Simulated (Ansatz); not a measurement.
# Se on Os(0001): change of the work function, part 2 of 2

Aim: the work function of Os(0001) at several coverages of Se (hcp site), and the dipole that each adsorbate carries.

Ansatz 0.2.0; plane-wave DFT, r2SCAN, Ansatz PAW.

So far, work function, upper face (eV): step 2 (the clean slab) 5.39; step 3 (17 atoms, coverage 0.25 ML, cell 2x2) 4.79; step 4 (18 atoms, coverage 0.5 ML, cell 2x2) 4.29.

## (5) The covered slab, k-mesh 13×13×1, coverage 1 ML

System of this step: Se/Os(0001). The cell holds 5 atoms: 4 Os and 1 Se. Its edges and angles: a = 2.740 Å, b = 2.740 Å, c = 26.677 Å, α = 90.0°, β = 90.0°, γ = 60.0°. Vacuum lies along c.

Input file input.yaml:

```yaml
crystal:
  lattice:
    - [2.74, 0.0, 0.0]
    - [1.37, 2.3729096064, 0.0]
    - [0.0, 0.0, 26.6769465449]
  atoms:
    - { symbol: Os, position: [0.6666666667, 0.6666666667, 0.3373699454] }
    - { symbol: Os, position: [0.0, 0.0, 0.4184598107] }
    - { symbol: Os, position: [0.6666666667, 0.6666666667, 0.499196727] }
    - { symbol: Os, position: [0.0, 0.0, 0.5773024477] }
    - { symbol: Se, position: [0.6666666667, 0.6666666667, 0.6626300546] }
kpoints:
  mp_grid: { grid: [13, 13, 1] }
hamiltonian:
  xc: r2scan
scf:
  occupations: { method: fermi_dirac, width: 0.1 }
  convergence: { dr2_threshold: 1.0e-08 }
efield:
  axis: 3
  dipole_correction: true
  ramp_position: 0.97
  ramp_width: 0.06
relax:
  f_tol: 0.02
  max_steps: 60
  constraints: [{ sites: [0, 1] }]
output:
  bader: true
  write_potential: true
  write_density: true
  volumetric_format: npy
```

On the command line:

```
$ ansatz run input.yaml --threads 4 --pin off --max-ram 12288MiB --backend cpu --events-out ev --progress --plain --runs-dir out
```

Wall time 54 s (4 threads of Arm Neoverse V1, shared host); peak memory 0.89 GiB.

Relaxation path:

| step | energy less that of the first step (eV) | largest force component (eV/Å) |
| --- | --- | --- |
| 1 | 0.0000 | 1.1758 |
| 2 | -0.1271 | 0.2955 |
| 3 | -0.1165 | 0.5594 |
| 4 | -0.1355 | 0.0129 |

Relaxation step 3 was tried and not accepted.

The run keeps the 6 symmetry operations that it works with, so distortions that break them were not tested.

The atoms that moved most (Å):

```csv
atom,dx,dy,dz,length
Se5,0.000,0.000,-0.171,0.171
Os4,0.000,0.000,0.083,0.083
Os3,0.000,0.000,-0.012,0.012
```

The relaxed structure:

```cif
data_structure
_symmetry_space_group_name_H-M 'P 1'
_symmetry_Int_Tables_number 1
_cell_length_a 2.7400
_cell_length_b 2.7400
_cell_length_c 26.6769
_cell_angle_alpha 90.000
_cell_angle_beta 90.000
_cell_angle_gamma 60.000
_cell_volume 173.45
loop_
_atom_site_label
_atom_site_type_symbol
_atom_site_fract_x
_atom_site_fract_y
_atom_site_fract_z
_atom_site_occupancy
Os1 Os 0.66667 0.66667 0.33737 1
Os2 Os 0.00000 0.00000 0.41846 1
Os3 Os 0.66667 0.66667 0.49875 1
Os4 Os 0.00000 0.00000 0.58040 1
Se5 Se 0.66667 0.66667 0.65621 1
```

Running mean over 2.16323 Å of the planar mean; the ramp of the sawtooth is left out. The electron's electrostatic potential energy less the Fermi level by z:

| z (Å) | electron's electrostatic potential energy less the Fermi level (eV) |
| --- | --- |
| 3.5 | 5.39 |
| 4.0 | 5.39 |
| 4.5 | 5.39 |
| 5.0 | 5.38 |
| 5.5 | 5.37 |
| 6.0 | 5.30 |
| 6.5 | 5.04 |
| 7.0 | 4.07 |
| 7.5 | 0.804 |
| 8.0 | -4.93 |
| 8.5 | -10.0 |
| 9.0 | -12.0 |
| 9.5 | -12.4 |
| 10.0 | -12.6 |
| 10.5 | -12.7 |
| 11.0 | -12.9 |
| 11.5 | -13.0 |
| 12.0 | -13.1 |
| 12.5 | -13.1 |
| 13.0 | -12.9 |
| 13.5 | -12.8 |
| 14.0 | -12.7 |
| 14.5 | -12.7 |
| 15.0 | -12.9 |
| 15.5 | -13.2 |
| 16.0 | -13.3 |
| 16.5 | -11.4 |
| 17.0 | -8.78 |
| 17.5 | -7.08 |
| 18.0 | -5.20 |
| 18.5 | -2.23 |
| 19.0 | 0.807 |
| 19.5 | 2.96 |
| 20.0 | 3.55 |
| 20.5 | 3.67 |
| 21.0 | 3.69 |
| 21.5 | 3.70 |
| 22.0 | 3.70 |
| 22.5 | 3.70 |
| 23.0 | 3.70 |
| 23.5 | 3.70 |

The relaxation took 4 steps and lowered the energy by 0.14 eV; the largest force on the free atoms ends at 0.013 eV/Å.

The covered face has 3.70 eV, -1.69 eV against the clean one; the bare back face has moved by -0.05 eV, a measure of how thin the slab is.

## (6) Work function against coverage

This step: plane-wave DFT, r2SCAN, Ansatz PAW; work function against coverage (Ansatz 0.2.0).

The runs are now put side by side.

This step gave:

```yaml
work_function_of_the_clean_face: 5.392 eV
largest_change_of_the_work_function: -1.694 eV
```

Table of work function of the covered face by coverage:

```
coverage (adsorbates/nm²)  work function of the covered face (eV)
                     0.00                                    5.39
                     3.85                                    4.79
                     7.69                                    4.29
                    15.38                                    3.70
```

The dipole per adsorbate comes from the change of the cell's dipole. Coverage, by row:

```
coverage (1/nm²)  coverage (ML)  work function (eV)  change (eV)  dipole per adsorbate, positive end outwards (debye)  mean height of the added atoms over the highest substrate atom (Å)
           3.845           0.25                4.79      -0.6026                                                 0.39                                                                 1.9
            7.69            0.5               4.289       -1.103                                                0.361                                                               1.907
           15.38              1               3.699       -1.694                                                0.284                                                               2.022
```

## (7) The slab at 0.25 ML, atoms frozen

This step: plane-wave DFT, r2SCAN, Ansatz PAW (Ansatz 0.2.0).

System of this step: Se/Os(0001). The cell holds 17 atoms: 16 Os and 1 Se. Its edges and angles: a = 5.480 Å, b = 5.480 Å, c = 26.677 Å, α = 90.0°, β = 90.0°, γ = 60.0°. Vacuum lies along c.

To see where the charge goes, the covered slab, the bare substrate and the adsorbate layer are each run at the same frozen positions and on the same grid.

Input file input.yaml:

```yaml
crystal:
  lattice:
    - [5.48, 0.0, 0.0]
    - [2.74, 4.7458192128, 0.0]
    - [0.0, 0.0, 26.6769465449]
  atoms:
    - { symbol: Os, position: [0.3333333333, 0.3333333333, 0.3373699454] }
    - { symbol: Os, position: [0.0, 0.0, 0.4184598107] }
    - { symbol: Os, position: [0.3333333333, 0.3333333333, 0.4990425425] }
    - { symbol: Os, position: [0.0, 0.0, 0.5756018341] }
    - { symbol: Os, position: [0.3333333333, 0.8333333333, 0.3373699454] }
    - { symbol: Os, position: [0.0, 0.5, 0.4184598107] }
    - { symbol: Os, position: [0.3355842315, 0.8322078842, 0.4989946874] }
    - { symbol: Os, position: [-0.0072242535, 0.5036121267, 0.5784860703] }
    - { symbol: Os, position: [0.8333333333, 0.3333333333, 0.3373699454] }
    - { symbol: Os, position: [0.5, 0.0, 0.4184598107] }
    - { symbol: Os, position: [0.8322078842, 0.3355842315, 0.4989946874] }
    - { symbol: Os, position: [0.5036121267, -0.0072242535, 0.5784860703] }
    - { symbol: Os, position: [0.8333333333, 0.8333333333, 0.3373699454] }
    - { symbol: Os, position: [0.5, 0.5, 0.4184598107] }
    - { symbol: Os, position: [0.8322078842, 0.8322078842, 0.4989946874] }
    - { symbol: Os, position: [0.5036121267, 0.5036121267, 0.5784860703] }
    - { symbol: Se, position: [0.3333333333, 0.3333333333, 0.6497248682] }
kpoints:
  mp_grid: { grid: [7, 7, 1] }
hamiltonian:
  xc: r2scan
scf:
  occupations: { method: fermi_dirac, width: 0.1 }
  convergence: { dr2_threshold: 1.0e-08 }
efield:
  axis: 3
  dipole_correction: true
  ramp_position: 0.97
  ramp_width: 0.06
output:
  write_potential: true
  write_density: true
  volumetric_format: npy
```

Run time: 82 s. Hardware: 4 threads; peak memory 4.1 GiB; 5.2 min of CPU time.

Numbers from this step:

```
energy at zero smearing        : -187832.2402 eV
work function, upper face      : 4.790 eV
work function, lower face      : 5.397 eV
dipole along the normal        : 0.08725 e·Å
step between the vacuum levels : -0.6070 eV
```

The work function of the upper face is 4.79 eV.

## (8) The substrate of the 0.25 ML cell alone

System of this step: Se/Os(0001), substrate alone, atoms held. The cell holds 16 atoms: 16 Os. Cell: a = 5.480 Å, b = 5.480 Å, c = 26.677 Å, α = 90.0°, β = 90.0°, γ = 60.0°. Vacuum lies along c.

The second part, atoms unmoved.

input.yaml, as its differences from that of step 7:

```diff
@@ -22,3 +22,2 @@
     - { symbol: Os, position: [0.5036121267, 0.5036121267, 0.5784860703] }
-    - { symbol: Se, position: [0.3333333333, 0.3333333333, 0.6497248682] }
 kpoints:
```

Elapsed: 75 s, on 4 threads; peak memory 3.9 GiB; 4.7 min of CPU time.

This step gave:

```yaml
energy_at_zero_smearing: -182351.4365 eV
work_function_upper_face: 5.391 eV
work_function_lower_face: 5.427 eV
dipole_along_the_normal: 0.005153 e·Å
step_between_the_vacuum_levels: -0.03585 eV
```

The work function of the upper face is 5.39 eV.

## (9) The adsorbate layer of the 0.25 ML cell alone

System of this step: Se/Os(0001), adsorbate layer alone, atoms held. The cell holds 1 atom: 1 Se. Its edges and angles: a = 5.480 Å, b = 5.480 Å, c = 26.677 Å, α = 90.0°, β = 90.0°, γ = 60.0°. Vacuum lies along c.

The third part; a free layer of atoms may carry a moment, so spin is on.

input.yaml, the sections that differ from step 8:

```yaml
crystal:
  lattice:
    - [5.48, 0.0, 0.0]
    - [2.74, 4.7458192128, 0.0]
    - [0.0, 0.0, 26.6769465449]
  atoms:
    - { symbol: Se, position: [0.3333333333, 0.3333333333, 0.6497248682], spin: 1.0 }
magnetization:
  spin_polarized: true
# kpoints, hamiltonian, scf, efield, output: as in step 8
```

Elapsed: 38 s, on 4 threads; peak memory 1.9 GiB; 2.4 min of CPU time.

Numbers from this step:

| Item | Value |
| --- | --- |
| energy at zero smearing | -5475.4603 eV |
| total moment | 2.000 μB |
| site moments | 1.977 μB |
| work function, upper face | 5.610 eV |
| dipole along the normal | -6.96e-8 e·Å |

Site moment by atom:

```
atom  site moment (μB)
 Se1              1.98
```

The free layer carries a moment of 2.0 μB a cell.

## (10) Where the charge went at 0.25 ML

This step: plane-wave DFT, r2SCAN, Ansatz PAW; density difference on adsorption (Ansatz 0.2.0).

The densities of the parts are taken from that of the whole and averaged over planes; the first moment of what is left gives the step in the potential.

Numbers from this step:

| Property | Result |
| --- | --- |
| largest charge moved | 0.004543 e/Å² |
| potential step from the moved charge | -0.5733 eV |

The electron density difference oscillates, so the rows of the table below give means over windows of 1 Å about each position, cut where the curve ends. Its maxima inside the range that stand out by 2 % of the span (Å: e/Å³): 9.7: 5.0e-4, 11.2: 0.00139, 12.9: 0.00195, 13.7: 0.00419, 14.9: 0.00178, 15.5: 0.00288, 16.5: 0.0139, 18.1: 0.00187. Its minima: 9.2: -4.3e-4, 10.7: -9.9e-4, 11.6: -7.0e-4, 13.3: -0.00289, 14.4: -0.00240, 15.2: -9.2e-4, 15.9: -0.0108, 17.5: -0.00943.

Planar mean, whole system less its parts. Table of electron density difference by z; means over each step:

| z (Å) | electron density difference (e/Å³) |
| --- | --- |
| 5 | -7.0e-7 |
| 6 | -5.8e-6 |
| 7 | -1.2e-5 |
| 8 | 1.3e-4 |
| 9 | -2.4e-4 |
| 10 | 1.6e-4 |
| 11 | 1.3e-4 |
| 12 | -3.8e-4 |
| 13 | -1.4e-4 |
| 14 | 8.8e-4 |
| 15 | 3.2e-4 |
| 16 | -6.3e-4 |
| 17 | 0.00103 |
| 18 | -0.00132 |
| 19 | 7.3e-5 |
| 20 | -2.3e-5 |
| 21 | -1.5e-6 |
| 22 | -3.6e-8 |

The electrons moved below z oscillates, so the rows of the table below give means over windows of 1 Å about each position, cut where the curve ends. Its maxima inside the range that stand out by 2 % of the span (Å: e/Å²): 10.1: 1.2e-4, 11.3: 2.1e-4, 13.1: 3.4e-4, 14.0: 0.00116, 15.6: 0.00109, 16.9: 0.00454. Its minima: 9.3: -1.5e-4, 10.8: -2.6e-4, 12.5: -2.3e-4, 13.5: -4.2e-4, 14.7: 2.0e-4, 16.1: -0.00261, 17.9: -8.0e-4.

Planar mean, whole system less its parts. Table of electrons moved below z by z; means over each step:

| z (Å) | electrons moved below z (e/Å²) |
| --- | --- |
| 5 | -3.1e-7 |
| 6 | -3.2e-6 |
| 7 | -1.5e-5 |
| 8 | 4.7e-5 |
| 9 | -2.8e-5 |
| 10 | 4.5e-5 |
| 11 | -3.7e-5 |
| 12 | -6.8e-5 |
| 13 | -3.5e-5 |
| 14 | 6.7e-4 |
| 15 | 5.3e-4 |
| 16 | -7.7e-4 |
| 17 | 0.00310 |
| 18 | -3.3e-4 |
| 19 | 3.8e-5 |
| 20 | 6.5e-6 |
| 21 | -5.0e-7 |
| 22 | -8.4e-7 |
| 23 | -8.5e-7 |
| 24 | -8.4e-7 |
| 25 | -8.4e-7 |
| 26 | -8.4e-7 |

## (11) Varying the input

This step: plane-wave DFT, r2SCAN, Ansatz PAW (Ansatz 0.2.0).

System of this step: Se/Os(0001). The cell holds 5 atoms: 4 Os and 1 Se. Its edges and angles: a = 2.740 Å, b = 2.740 Å, c = 26.677 Å, α = 90.0°, β = 90.0°, γ = 60.0°. Vacuum lies along c.

An input spoilt on purpose, to show how the run answers: it repeats the earlier run at 1 ML with scf.occupations from method: fermi_dirac, width: 0.1 removed, and scf.max_iter set to 75.

Input file input.yaml:

```yaml
crystal:
  lattice:
    - [2.74, 0.0, 0.0]
    - [1.37, 2.3729096064, 0.0]
    - [0.0, 0.0, 26.6769465449]
  atoms:
    - { symbol: Os, position: [0.6666666667, 0.6666666667, 0.3373699454] }
    - { symbol: Os, position: [0.0, 0.0, 0.4184598107] }
    - { symbol: Os, position: [0.6666666667, 0.6666666667, 0.499196727] }
    - { symbol: Os, position: [0.0, 0.0, 0.5773024477] }
    - { symbol: Se, position: [0.6666666667, 0.6666666667, 0.6626300546] }
kpoints:
  mp_grid: { grid: [13, 13, 1] }
hamiltonian:
  xc: r2scan
scf:
  convergence: { dr2_threshold: 1.0e-08 }
  max_iter: 75
efield:
  axis: 3
  dipole_correction: true
  ramp_position: 0.97
  ramp_width: 0.06
relax:
  f_tol: 0.02
  max_steps: 60
  constraints: [{ sites: [0, 1] }]
output:
  bader: true
  write_potential: true
  write_density: true
  volumetric_format: npy
```

Wall time 0.02 s (4 threads); peak memory 0.023 GiB.

The program refused the input before any cycle.

The program's message: “Error: YAML parse error: `scf.occupations.method` is required: fixed only where the cell keeps a band gap throughout the run, explicit beside scf.occupations.values (under evaluate: without them), els …”

The fault put into the input: no occupation method.

## (12) Varying the input

This step: plane-wave DFT, r2SCAN, Ansatz PAW, but for the change named below (Ansatz 0.2.0).

System of this step: Os(0001). The cell holds 4 atoms: 4 Os. Its edges and angles: a = 2.740 Å, b = 2.740 Å, c = 24.490 Å, α = 90.0°, β = 90.0°, γ = 60.0°. Vacuum lies along c.

Another changed input: it repeats the earlier run at 0 ML with hamiltonian.xc from r2scan to pbe, scf.occupations.method from fermi_dirac to cold and scf.occupations.width from 0.1 to 0.2.

input.yaml, the sections that differ from step 11:

```yaml
crystal:
  lattice:
    - [2.74, 0.0, 0.0]
    - [1.37, 2.3729096064, 0.0]
    - [0.0, 0.0, 24.48969]
  atoms:
    - { symbol: Os, position: [0.6666666667, 0.6666666667, 0.3675015894] }
    - { symbol: Os, position: [0.0, 0.0, 0.4558338631] }
    - { symbol: Os, position: [0.6666666667, 0.6666666667, 0.5441661369] }
    - { symbol: Os, position: [0.0, 0.0, 0.6324984106] }
hamiltonian:
  xc: pbe
scf:
  occupations: { method: cold, width: 0.2 }
  convergence: { dr2_threshold: 1.0e-08 }
output:
  write_potential: true
  write_density: true
  volumetric_format: npy
# kpoints, efield, relax: as in step 11
```

Wall time 13 s (4 threads); peak memory 0.47 GiB; 49 s of CPU time.

```
                      quantity  this run  earlier run  difference
work function, upper face (eV)     5.395        5.392      0.0027
work function, lower face (eV)     5.417        5.435      -0.018
 dipole along the normal (e·Å)   8.03e-4     0.001548     -7.5e-4
```

What moves beyond 0.01 in its unit (for the dipole 0.5 % and 5e-5 e·Å): dipole along the normal (-0.000745 e·Å) and work function, lower face (-0.018 eV).

The change shows in the results, which are not taken further.

## (13) Results

```
work function of the clean face                                                           : 5.39 eV
work function at 0.25 ML                                                                  : 4.79 eV
work function at 0.5 ML                                                                   : 4.29 eV
work function at 1 ML                                                                     : 3.70 eV
dipole per adsorbate at 0.25 ML, positive end outwards                                    : 0.39 D
step of the potential from the moved charge at 0.25 ML, upper less lower side, atoms held : -0.573 eV
```

**Reading.** Se lowers the work function of Os(0001) at the lowest coverage, by 0.60 eV: the adsorbate layer has its positive end outwards. An electronegative adsorbate that lowers the work function shows that charge transfer alone doesn't fix the sign: the pushed-back electron tail of the metal and the adsorbate's own polarisation count too. At the highest coverage the adsorbates are pressed to about 2.7 Å, closer than unbonded atoms of this kind usually come, so a real layer may not reach it. The slab has 4 layers, at the tabulated experimental lattice constant, one starting site was run, and quantum-size effects of a slab this thin can reach one or two tenths of an eV.

[Logs are printed without paths, hosts, clocks, repeated set-up lines and the standing remarks that a program may print on its own settings, such as how far it seeks lower states.]

[Hosts, paths, dates, database ids (printed as entryN), source tags and the programs' standing remarks are cut or masked in the printed files.]

[Maps of the electrostatic potential energy from Ansatz leave out the sawtooth potential of an applied field or a dipole correction, so their vacuum need not be flat; planar profiles and work functions include it.]
